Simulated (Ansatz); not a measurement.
# A hypothetical structure for SrTi

Starting from a made-up structure for SrTi, the aim is the relaxed cell, its shortest contacts and, where a second run follows, its electronic structure.

Method: DFT, PBE, plane-wave PAW, files of the set soft_1, scalar-relativistic, no spin, cell and ions relaxed at zero pressure; PAW set soft_1, in Ansatz 0.2.0.

## Step 1: The starting structure

It takes space group Cmcm (No. 63, orthorhombic). Conventional cell: a = 4.855 Å, b = 11.784 Å, c = 4.201 Å, α = 90.00°, β = 90.00°, γ = 90.00°. Nearest to Sr lie 7 Ti at 3.29 to 3.47 Å. Nearest to Ti lie 2 Ti at 2.74 Å and 7 Sr at 3.29 to 3.47 Å. Farther neighbours are not listed.

## Step 2: Relaxing cell and atoms

The guessed cell has no reason to be at equilibrium. It is relaxed with the atoms, within the space group of the guess.

File input.yaml:

```yaml
crystal:
  lattice:
    - [2.4275, -5.892, 0.0]
    - [2.4275, 5.892, 0.0]
    - [0.0, 0.0, 4.201]
  atoms:
    - { symbol: Sr, position: [0.8648, 0.1352, 0.25] }
    - { symbol: Sr, position: [0.1352, 0.8648, 0.75] }
    - { symbol: Ti, position: [0.5748, 0.4252, 0.25] }
    - { symbol: Ti, position: [0.4252, 0.5748, 0.75] }
kpoints:
  mp_grid: { grid: [6, 6, 6] }
scf:
  occupations: { method: fermi_dirac, width: 0.05 }
hamiltonian:
  xc: pbe
  pseudopotentials: { kind: paw, azcp: { folder: soft_1 } }
relax:
  f_tol: 0.015
  max_steps: 70
  cell: {}
output:
  forces: true
  stress: true
```

Started as:

```bash
ansatz run input.yaml --threads 4 --pin off --max-ram 8192MiB --backend cpu --events-out ev --progress --plain --runs-dir out
```

Numbers of over 12 decimals in the logs are rounded to 6 here.

What it wrote:

```text
Engine: ansatz 0.2.0, aarch64-unknown-linux-gnu
Pseudopotentials: kind: paw
Pseudopotential: Sr, paw, valence charge 10, recommended cutoff 420 eV (normal), soft_1/Sr.paw.azcp
Pseudopotential: Ti, paw, valence charge 12, recommended cutoff 420 eV (normal), soft_1/Ti.paw.azcp
Functional definition: PBE
  parameter kappa = 0.804
  parameter beta = 0.066725
  exchange = pbe_x(kappa = kappa, mu = beta*pi^2/3)
  correlation = pbe_c(beta = beta)
Crystal: 4 atoms, lattice volume = 120.172 Å³
Basis set: ecut = 420 eV, 2353 PW (Γ), exchange–correlation on 90×90×60 points (8 copies of the dense FFT grid, shifted against one another)
Bands: 27, of which v1, the nominal top of the filled ones, is band 22 counted from 1 (21 counted from 0)
Symmetry: 8 space group operations
Space group: Cmcm (ITA 63), of the structure as read, at distance tolerance 4.9e-5 Å
k-points: 52 of 216
Non-local potential: Sr, projectors of the file, l = 0: 3, l = 1: 2, l = 2: 2
Non-local potential: Ti, projectors of the file, l = 0: 3, l = 1: 2, l = 2: 3, l = 3: 1
PAW form: soft (Blöchl's): semilocal exchange-correlation on the pseudo side does not see the compensation charge
PAW one-centre angular grid: Sr, 110 points (default); XC on 64 Gauss nodes
PAW one-centre angular grid: Ti, 590 points (default); XC on 64 Gauss nodes
Initial density: superposition of atomic densities (chi_scale 0.1, normalization cell, long waves kept (reshape's long-wave potential 0.00 eV rms))
Initial wavefunctions: pseudopotential atomic-orbital guess
Functional: x = pbe(κ = 0.804, μ = 0.219515), c = pbe(β = 0.066725)
SCF iter   1: F=—  HF=-12085.330007 eV  |F-HF|=—  |Δ(HF+E_count)|=         —  Δρ=4.83e-2  dr2=4.80e0  ethr=3.10e-3  ⟨swp⟩=7.6  Hψ=7096  notcnv=0
preconditioner: auto → Kerker (q_TF=auto, 2.308 Å⁻¹)  [metal: Δε(μ)=0.013 eV  Ē_g=1.948 eV  σ=0.050 eV  W_gap=0.06  n_scr=26 (ndim 8)  ℏωp=11.7 eV  f_vac=0.000  D(μ)=7.63/eV (n_scr^D=88)]
SCF iter   2: F=—  HF=-12084.587165 eV  |F-HF|=—  |Δ(HF+E_count)|=   7.43e-1  Δρ=2.21e-2  dr2=1.30e0  ethr=3.10e-3  ⟨swp⟩=3.0  Hψ=2437  notcnv=0
SCF iter   3: F=—  HF=-12084.312542 eV  |F-HF|=—  |Δ(HF+E_count)|=   2.75e-1  Δρ=3.75e-3  dr2=3.33e-2  ethr=2.96e-3  ⟨swp⟩=3.0  Hψ=2133  notcnv=0
SCF iter   4: F=—  HF=-12084.309240 eV  |F-HF|=—  |Δ(HF+E_count)|=   3.30e-3  Δρ=1.29e-3  dr2=2.39e-3  ethr=7.57e-5  ⟨swp⟩=3.1  Hψ=2500  notcnv=0
SCF iter   5: F=—  HF=-12084.308939 eV  |F-HF|=—  |Δ(HF+E_count)|=   3.00e-4  Δρ=4.87e-4  dr2=3.00e-4  ethr=5.43e-6  ⟨swp⟩=2.3  Hψ=2565  notcnv=0
SCF iter   6: F=—  HF=-12084.308929 eV  |F-HF|=—  |Δ(HF+E_count)|=   1.07e-5  Δρ=1.63e-4  dr2=3.43e-5  ethr=6.83e-7  ⟨swp⟩=2.6  Hψ=2127  notcnv=0
SCF iter   7: F=—  HF=-12084.308961 eV  |F-HF|=—  |Δ(HF+E_count)|=   3.25e-5  Δρ=4.73e-5  dr2=2.73e-6  ethr=7.80e-8  ⟨swp⟩=2.7  Hψ=2510  notcnv=0
SCF iter   8: F=—  HF=-12084.308961 eV  |F-HF|=—  |Δ(HF+E_count)|=   5.96e-8  Δρ=1.67e-5  dr2=2.58e-7  ethr=6.19e-9  ⟨swp⟩=2.2  Hψ=2139  notcnv=0
SCF iter   9: F=-12084.308961 eV  HF=-12084.308961 eV  |F-HF|=3.16e-9  |Δ(HF+E_count)|=   1.36e-8  Δρ=4.78e-6  dr2=3.86e-8  ethr=2.27e-10  ⟨swp⟩=5.0  Hψ=5282  notcnv=0
SCF 1 converged in 9 iterations: F = -12084.308961 eV  dr2 = 3.86e-8
  greatest PAW one-centre occupation: 0.999 electrons in one spin orbital (limit 2), on the Ti atom at site 3 (counted from 0), in its partial waves of l = 0
relax step   1: F+E_penalty+E_count = -12084.30896135 eV  Δ(F+E_penalty+E_count) = +0.000e0 eV  max|allowed force component| = 8.905e-1 eV/Å  Δτ_max = 0.0000 Å  P = +2.793 GPa  Ω = 120.172 Å³  (9 SCF iters, dr2 threshold 1.00e-7 eV, accepted)
Crystal: 4 atoms, lattice volume = 130.944 Å³
Basis set: ecut = 420 eV, 2547 PW (Γ), exchange–correlation on 90×90×60 points (8 copies of the dense FFT grid, shifted against one another)
Initial density: handed on by an earlier stage of this run
Initial wavefunctions: those handed on with the density
iter 1 solved again at ethr=6.87e-4 eV; its pass at ethr=3.10e-3 eV (dr2=3.02e-1 eV) is discarded
SCF iter   1: F=—  HF=-12084.735188 eV  |F-HF|=—  |Δ(HF+E_count)|=         —  Δρ=1.53e-2  dr2=3.00e-1  ethr=6.87e-4  ⟨swp⟩=1.0  Hψ=8607  notcnv=0
preconditioner: auto → Kerker (q_TF=auto, 2.275 Å⁻¹)  [metal: Δε(μ)=0.008 eV  Ē_g=1.632 eV  σ=0.050 eV  W_gap=0.04  n_scr=26 (ndim 8)  ℏωp=11.2 eV  f_vac=0.000  D(μ)=8.02/eV (n_scr^D=88)]
SCF iter   2: F=—  HF=-12084.701999 eV  |F-HF|=—  |Δ(HF+E_count)|=   3.32e-2  Δρ=6.53e-3  dr2=4.28e-2  ethr=6.81e-4  ⟨swp⟩=2.3  Hψ=1799  notcnv=0
SCF iter   3: F=—  HF=-12084.700436 eV  |F-HF|=—  |Δ(HF+E_count)|=   1.56e-3  Δρ=1.77e-3  dr2=3.74e-3  ethr=9.73e-5  ⟨swp⟩=2.2  Hψ=1961  notcnv=0
SCF iter   4: F=—  HF=-12084.701040 eV  |F-HF|=—  |Δ(HF+E_count)|=   6.03e-4  Δρ=4.71e-4  dr2=3.02e-4  ethr=8.50e-6  ⟨swp⟩=2.9  Hψ=2466  notcnv=0
SCF iter   5: F=—  HF=-12084.701080 eV  |F-HF|=—  |Δ(HF+E_count)|=   4.02e-5  Δρ=1.45e-4  dr2=4.70e-5  ethr=6.87e-7  ⟨swp⟩=2.5  Hψ=2382  notcnv=0
SCF iter   6: F=—  HF=-12084.701079 eV  |F-HF|=—  |Δ(HF+E_count)|=   1.14e-6  Δρ=5.10e-5  dr2=3.89e-6  ethr=1.07e-7  ⟨swp⟩=1.4  Hψ=1551  notcnv=0
SCF iter   7: F=—  HF=-12084.701079 eV  |F-HF|=—  |Δ(HF+E_count)|=   4.21e-8  Δρ=2.18e-5  dr2=5.17e-7  ethr=8.84e-9  ⟨swp⟩=2.6  Hψ=2606  notcnv=0
SCF iter   8: F=-12084.701079 eV  HF=-12084.701079 eV  |F-HF|=1.17e-8  |Δ(HF+E_count)|=   2.39e-8  Δρ=4.76e-6  dr2=3.76e-8  ethr=9.09e-10  ⟨swp⟩=5.0  Hψ=5182  notcnv=0
SCF 2 converged in 8 iterations: F = -12084.701079 eV  dr2 = 3.76e-8
relax step   2: F+E_penalty+E_count = -12084.70107860 eV  Δ(F+E_penalty+E_count) = -3.921e-1 eV  max|allowed force component| = 6.302e-1 eV/Å  Δτ_max = 0.1524 Å  P = +0.538 GPa  Ω = 130.944 Å³  energy of the carried Pulay correction = -6.007e-4 eV  (8 SCF iters, dr2 threshold 4.00e-7 eV, accepted)
Crystal: 4 atoms, lattice volume = 134.481 Å³
Basis set: ecut = 420 eV, 2623 PW (Γ), exchange–correlation on 90×90×60 points (8 copies of the dense FFT grid, shifted against one another)
SCF iter   1: F=—  HF=-12085.074874 eV  |F-HF|=—  |Δ(HF+E_count)|=         —  Δρ=2.64e-2  dr2=1.56e0  ethr=3.10e-3  ⟨swp⟩=8.9  Hψ=7625  notcnv=0
preconditioner: auto → Kerker (q_TF=auto, 2.265 Å⁻¹)  [metal: Δε(μ)=0.005 eV  Ē_g=1.792 eV  σ=0.050 eV  W_gap=0.02  n_scr=26 (ndim 8)  ℏωp=11.1 eV  f_vac=0.000  D(μ)=7.03/eV (n_scr^D=64)]
SCF iter   2: F=—  HF=-12084.915607 eV  |F-HF|=—  |Δ(HF+E_count)|=   1.59e-1  Δρ=1.01e-2  dr2=2.69e-1  ethr=3.10e-3  ⟨swp⟩=2.3  Hψ=2003  notcnv=0
SCF iter   3: F=—  HF=-12084.890370 eV  |F-HF|=—  |Δ(HF+E_count)|=   2.52e-2  Δρ=2.07e-3  dr2=8.71e-3  ethr=6.11e-4  ⟨swp⟩=2.6  Hψ=1935  notcnv=0
[...]
relax step  13: F+E_penalty+E_count = -12085.26560341 eV  Δ(F+E_penalty+E_count) = +1.387e-2 eV  max|allowed force component| = 1.751e-1 eV/Å  Δτ_max = 0.0574 Å  P = -1.347 GPa  Ω = 129.484 Å³  energy of the carried Pulay correction = -5.223e-4 eV  (8 SCF iters, dr2 threshold 4.00e-7 eV, rejected (line search))
relax step  14: F+E_penalty+E_count = -12085.29872697 eV  Δ(F+E_penalty+E_count) = -1.925e-2 eV  max|allowed force component| = 2.216e-2 eV/Å  Δτ_max = 0.0325 Å  P = +0.084 GPa  Ω = 122.669 Å³  energy of the carried Pulay correction = -1.439e-4 eV  (10 SCF iters, accepted)
relax step  15: F+E_penalty+E_count = -12085.30014424 eV  Δ(F+E_penalty+E_count) = -1.417e-3 eV  max|allowed force component| = 2.146e-2 eV/Å  Δτ_max = 0.0084 Å  P = +0.051 GPa  Ω = 123.369 Å³  energy of the carried Pulay correction = -1.838e-4 eV  (6 SCF iters, dr2 threshold 2.94e-7 eV, accepted)
relax step  16: F+E_penalty+E_count = -12085.30031297 eV  Δ(F+E_penalty+E_count) = -1.687e-4 eV  max|allowed force component| = 7.676e-4 eV/Å  Δτ_max = 0.0031 Å  P = +0.005 GPa  Ω = 123.524 Å³  energy of the carried Pulay correction = -1.926e-4 eV  (6 SCF iters, dr2 threshold 2.88e-8 eV, accepted)
relax step  17: F+E_penalty+E_count = -12085.35619983 eV  Δ(F+E_penalty+E_count) = -5.589e-2 eV  max|allowed force component| = 7.240e-3 eV/Å  Δτ_max = 0.0000 Å  P = +0.652 GPa  Ω = 123.524 Å³  stress off target by 1.54e0 GPa  SCF on the basis re-selected at this cell (its energy is not comparable with the rows above)  (8 SCF iters)
relax step  18: F+E_penalty+E_count = -12085.38720733 eV  Δ(F+E_penalty+E_count) = -3.101e-2 eV  max|allowed force component| = 5.684e-2 eV/Å  Δτ_max = 0.0230 Å  P = +0.298 GPa  Ω = 125.955 Å³  energy of the carried Pulay correction = -1.558e-4 eV  (6 SCF iters, dr2 threshold 4.00e-7 eV, accepted)
relax step  19: F+E_penalty+E_count = -12085.40723595 eV  Δ(F+E_penalty+E_count) = -2.003e-2 eV  max|allowed force component| = 5.804e-3 eV/Å  Δτ_max = 0.0333 Å  P = +0.182 GPa  Ω = 128.177 Å³  energy of the carried Pulay correction = -3.063e-4 eV  (7 SCF iters, dr2 threshold 4.00e-7 eV, accepted)
relax step  20: F+E_penalty+E_count = -12085.41103722 eV  Δ(F+E_penalty+E_count) = -3.801e-3 eV  max|allowed force component| = 3.131e-2 eV/Å  Δτ_max = 0.0190 Å  P = +0.055 GPa  Ω = 129.976 Å³  energy of the carried Pulay correction = -4.414e-4 eV  (6 SCF iters, dr2 threshold 4.00e-7 eV, accepted)
relax step  21: F+E_penalty+E_count = -12085.41106988 eV  Δ(F+E_penalty+E_count) = -3.266e-5 eV  max|allowed force component| = 2.591e-2 eV/Å  Δτ_max = 0.0060 Å  P = -0.039 GPa  Ω = 130.211 Å³  energy of the carried Pulay correction = -4.630e-4 eV  (6 SCF iters, dr2 threshold 6.13e-8 eV, accepted)
relax step  22: F+E_penalty+E_count = -12085.41120009 eV  Δ(F+E_penalty+E_count) = -1.302e-4 eV  max|allowed force component| = 1.561e-3 eV/Å  Δτ_max = 0.0021 Å  P = -0.003 GPa  Ω = 130.036 Å³  energy of the carried Pulay correction = -4.480e-4 eV  (6 SCF iters, dr2 threshold 4.20e-8 eV, accepted)
Basis set: ecut = 420 eV, 2533 PW (Γ), exchange–correlation on 120×120×64 points (8 copies of the dense FFT grid, shifted against one another)
iter 1 solved again at ethr=1.04e-5 eV; its pass at ethr=3.10e-3 eV (dr2=4.58e-3 eV) is discarded
SCF iter   1: F=—  HF=-12085.411830 eV  |F-HF|=—  |Δ(HF+E_count)|=         —  Δρ=7.82e-5  dr2=5.77e-7  ethr=1.04e-5  ⟨swp⟩=3.3  Hψ=10555  notcnv=0
eigensolver tolerance schedule: the retry pair's looser diagonalisation over-reported the residual by 7947.14 of it (diagonalisation noise at an unbounded share of the residual, at the tolerance the schedule requests for it); recorded, not acted on — ethr = c·dr2/N_el stays at c = 1.0e-1
preconditioner: auto → Kerker (q_TF=auto, 2.277 Å⁻¹)  [metal: Δε(μ)=0.010 eV  Ē_g=1.939 eV  σ=0.050 eV  W_gap=0.05  n_scr=22 (ndim 8)  ℏωp=11.3 eV  f_vac=0.000  D(μ)=3.76/eV (n_scr^D=22)]
SCF iter   2: F=—  HF=-12085.411904 eV  |F-HF|=—  |Δ(HF+E_count)|=   7.42e-5  Δρ=4.06e-5  dr2=1.53e-7  ethr=1.31e-9  ⟨swp⟩=3.5  Hψ=3677  notcnv=0
SCF iter   3: F=—  HF=-12085.411912 eV  |F-HF|=—  |Δ(HF+E_count)|=   8.13e-6  Δρ=3.73e-6  dr2=3.75e-9  ethr=3.48e-10  ⟨swp⟩=2.6  Hψ=2637  notcnv=0
SCF iter   4: F=—  HF=-12085.411912 eV  |F-HF|=—  |Δ(HF+E_count)|=   4.67e-8  Δρ=5.57e-7  dr2=6.08e-10  ethr=8.52e-12  ⟨swp⟩=2.9  Hψ=2825  notcnv=0
SCF iter   5: F=—  HF=-12085.411912 eV  |F-HF|=—  |Δ(HF+E_count)|=  1.29e-10  Δρ=1.48e-7  dr2=7.55e-11  ethr=1.38e-12  ⟨swp⟩=2.8  Hψ=2049  notcnv=0
SCF iter   6: F=-12085.411912 eV  HF=-12085.411912 eV  |F-HF|=9.09e-12  |Δ(HF+E_count)|=  1.82e-12  Δρ=6.49e-8  dr2=1.47e-11  ethr=1.00e-12  ⟨swp⟩=5.0  Hψ=5233  notcnv=0
SCF 23 converged in 6 iterations: F = -12085.411912 eV  dr2 = 1.47e-11
relax step  23: F+E_penalty+E_count = -12085.41191237 eV  Δ(F+E_penalty+E_count) = -7.123e-4 eV  max|allowed force component| = 1.483e-3 eV/Å  Δτ_max = 0.0000 Å  P = +0.003 GPa  Ω = 130.036 Å³  stress off target by 1.78e-2 GPa  SCF on the basis re-selected at this cell (its energy is not comparable with the rows above)  (6 SCF iters)
basis re-selected at this cell: Δ(F+E_penalty+E_count) = -7.123e-4 eV, ΔP = +0.006 GPa vs the last step (what re-selecting the basis moved, of the pressure what is left beyond the Pulay correction that the steps carried, after the strain that the cell walked since its last selection, with what the two solves' SCF thresholds leave and, on support functions, any second-order correction that the steps lacked; it is no measure of the basis error at this ecutwfc). The dense FFT grid was sized anew with the basis: this SCF ran on 60×60×32 points, the steps before it on 54×54×32, so part of this shift can come from that change (see relax.cell in the input reference). [rest of the remark cut]
SCF converged after 6 iterations
Free energy (F): -12085.411912 eV
Harris-Foulkes:  -12085.411912 eV  (|F-HF|=9.09e-12)
Internal energy: -12085.379336 eV  (E = F + TS)
E sigma→0 (E₀):  -12085.395624 eV
Entropy (-TS):   -0.032576 eV (-8.144 meV/atom)
Fermi energy:    7.712449 eV
--- Per-component energies (eV) ---
  E_band       = -650.442872
  E_kinetic    = 1027.660728
  E_local      = -4655.867669  (includes V_loc(G=0)·N_el)
  E_nonlocal   = 590.872486
  E_hartree    = 1709.716485
  E_xc         = -579.499086
  E_vxc        = -597.543293  (∫ρ·V_xc dr)
  E_paw        = -7466.571856  (= ΣΔE_a)
  E_vpaw       = -434.998130  (= ΣTr[D̂ρ^β])
  E_aug_tail   = -0.000183  (compensation charges beyond the density's cutoff)
  E_ewald      = -2711.690241
  E_smearing   = -0.032576  (= −TS)
  E_closure    = -0.000000  (closes the sum)
  Σ components = -12085.411912   (vs F -12085.411912, Δ=0.00e0)
--- Forces (eV/Å), atoms counted from 1 ---
  atom   1  Sr     0.00000000    -0.00148266    -0.00000000
  atom   2  Sr     0.00000000     0.00148266     0.00000000
  atom   3  Ti     0.00000000     0.00079768     0.00000000
  atom   4  Ti     0.00000000    -0.00079768    -0.00000000
  max |Σ_I F_I| component: 3.25e-19 eV/Å
--- Stress (GPa, compression-positive) ---
       -0.002662       0.000000       0.000000
        0.000000       0.017799      -0.000000
        0.000000      -0.000000      -0.005519
  P = ⅓ Tr σ = 0.0032 GPa (0.032 kbar)
--- Relaxed structure (21 steps of the walk, 20 accepted, 2 SCFs on fresh bases) ---
  F+E_penalty+E_count = -12085.41191237 eV   max|allowed force component| = 1.483e-3 eV/Å   (the final SCF, on the basis selected at the relaxed cell)
  cell:  # Å, volume = 130.0361 Å³
    - [1.755783, -8.190179, 0.0]
    - [1.755783, 8.190179, 0.0]
    - [0.0, 0.0, 4.521366]
  atoms:
    - { symbol: Sr, position: [0.848015, 0.151985, 0.25] }
    - { symbol: Sr, position: [0.151985, 0.848015, 0.750000] }
    - { symbol: Ti, position: [0.529510, 0.470490, 0.25] }
    - { symbol: Ti, position: [0.470490, 0.529510, 0.750000] }
```

The job ended after 59 s (4 threads of Arm Neoverse V1, shared host; peak memory 0.57 GiB; 3.7 min of CPU time).

Step by step (22 of 23):

```csv
step,energy less that of the first step (eV),largest force component (eV/Å),pressure (GPa),volume (Å³)
1,0.0000,0.8905,2.79,120.17
2,-0.3921,0.6302,0.54,130.94
3,-0.5812,0.1921,0.94,134.48
4,-0.6042,0.0505,0.01,138.24
5,-0.6100,0.1133,-0.20,138.97
6,-0.6344,0.0864,-0.63,140.87
7,-0.6740,0.1223,-0.39,137.92
8,-0.7379,0.1222,-0.42,135.77
9,-0.8177,0.0496,-0.40,132.76
10,-0.8955,0.0614,-0.20,128.86
11,-0.9692,0.0842,0.25,124.82
13,-0.9566,0.1752,-1.35,129.48
14,-0.9898,0.0222,0.08,122.67
15,-0.9912,0.0215,0.05,123.37
16,-0.9914,0.0008,0.00,123.52
17*,-1.0472,0.0072,0.65,123.52
18,-1.0782,0.0568,0.30,125.95
19,-1.0983,0.0058,0.18,128.18
20,-1.1021,0.0313,0.06,129.98
21,-1.1021,0.0259,-0.04,130.21
22,-1.1022,0.0016,0.00,130.04
23*,-1.1030,0.0015,0.00,130.04
```

Relaxation steps marked * repeat the geometry before them on a plane-wave basis chosen anew for their cell, so energy and pressure can jump there. Other such steps can lie between the rows shown. Relaxation step 13 was tried and not accepted.

Forces are held to the 8 operations that the run works with; a distortion that breaks them can't arise in this run.

```csv
cell as run,before,after,change
a (Å),6.372,8.376,+31.4 %
b (Å),6.372,8.376,+31.4 %
c (Å),4.201,4.521,+7.6 %
γ (°),135.22,155.80,+15.2 %
volume (Å³/atom),30.04,32.51,+8.2 %
```

The atoms that moved most (Å, as changes of fractional coordinates times the final cell):

```csv
atom,dx,dy,dz,length
Ti4,0.000,-0.742,0.000,0.742
Ti3,0.000,0.742,0.000,0.742
Sr2,0.000,-0.275,0.000,0.275
Sr1,0.000,0.275,0.000,0.275
```

The relaxed structure:

```xyz
4
Lattice="1.7558 -8.1902 0.0000 1.7558 8.1902 0.0000 0.0000 0.0000 4.5214" Properties=species:S:1:pos:R:3 pbc="T T T"
Sr    1.7558   -5.7006    1.1303
Sr    1.7558    5.7006    3.3910
Ti    1.7558   -0.4834    1.1303
Ti    1.7558    0.4834    3.3910
```

This step gave:

- free energy: -12085.4119 eV
- energy at zero smearing: -12085.3956 eV
- smearing term TS: 0.03258 eV
- Fermi energy: 7.712 eV
- electrons: 44
- symmetry operations: 8
- pressure: 0.003206 GPa

The shortest distance of each pair, which need not be the same contact before and after:

```csv
pair,guess (Å),relaxed (Å)
Ti–Ti,2.742,2.459
Sr–Ti,3.288,3.453
Sr–Sr,3.816,3.512
```

The relaxation ends with a largest force component of 0.0015 eV/Å and a pressure of 0.00 GPa.

## Step 3: Results

```yaml
space_group_relaxed: Cmcm
conventional_cell: a = 3.512, b = 16.380, c = 4.521 Å; α = 90.0°, β = 90.0°, γ = 90.0°
volume_per_atom: 32.51 Å³ (guess 30.04)
```

In words: SrTi relaxes to Cmcm with a = 3.512, b = 16.380 and c = 4.521 Å. The guessed volume was 8 % too small. The space group Cmcm was held in the relaxation, so the end point is a stationary structure within it and may be a saddle against distortions or other arrangements. Mesh and cutoff weren't tested. A vector of the cell changed its length by 31 %, so the starting arrangement is largely lost and the mesh was laid for another shape. No dispersion term is used, so weakly bound directions may come out too long. The runs have no spin, and magnetism wasn't tested. Nothing here tests whether the compound is stable against decomposition.

[Logs are printed without paths, hosts, clocks, repeated set-up lines and the standing remarks that a program may print on its own settings, such as how far it seeks lower states.]

[Hosts, paths, dates, database ids (printed as entryN), source tags and the programs' standing remarks are cut or masked in the printed files.]
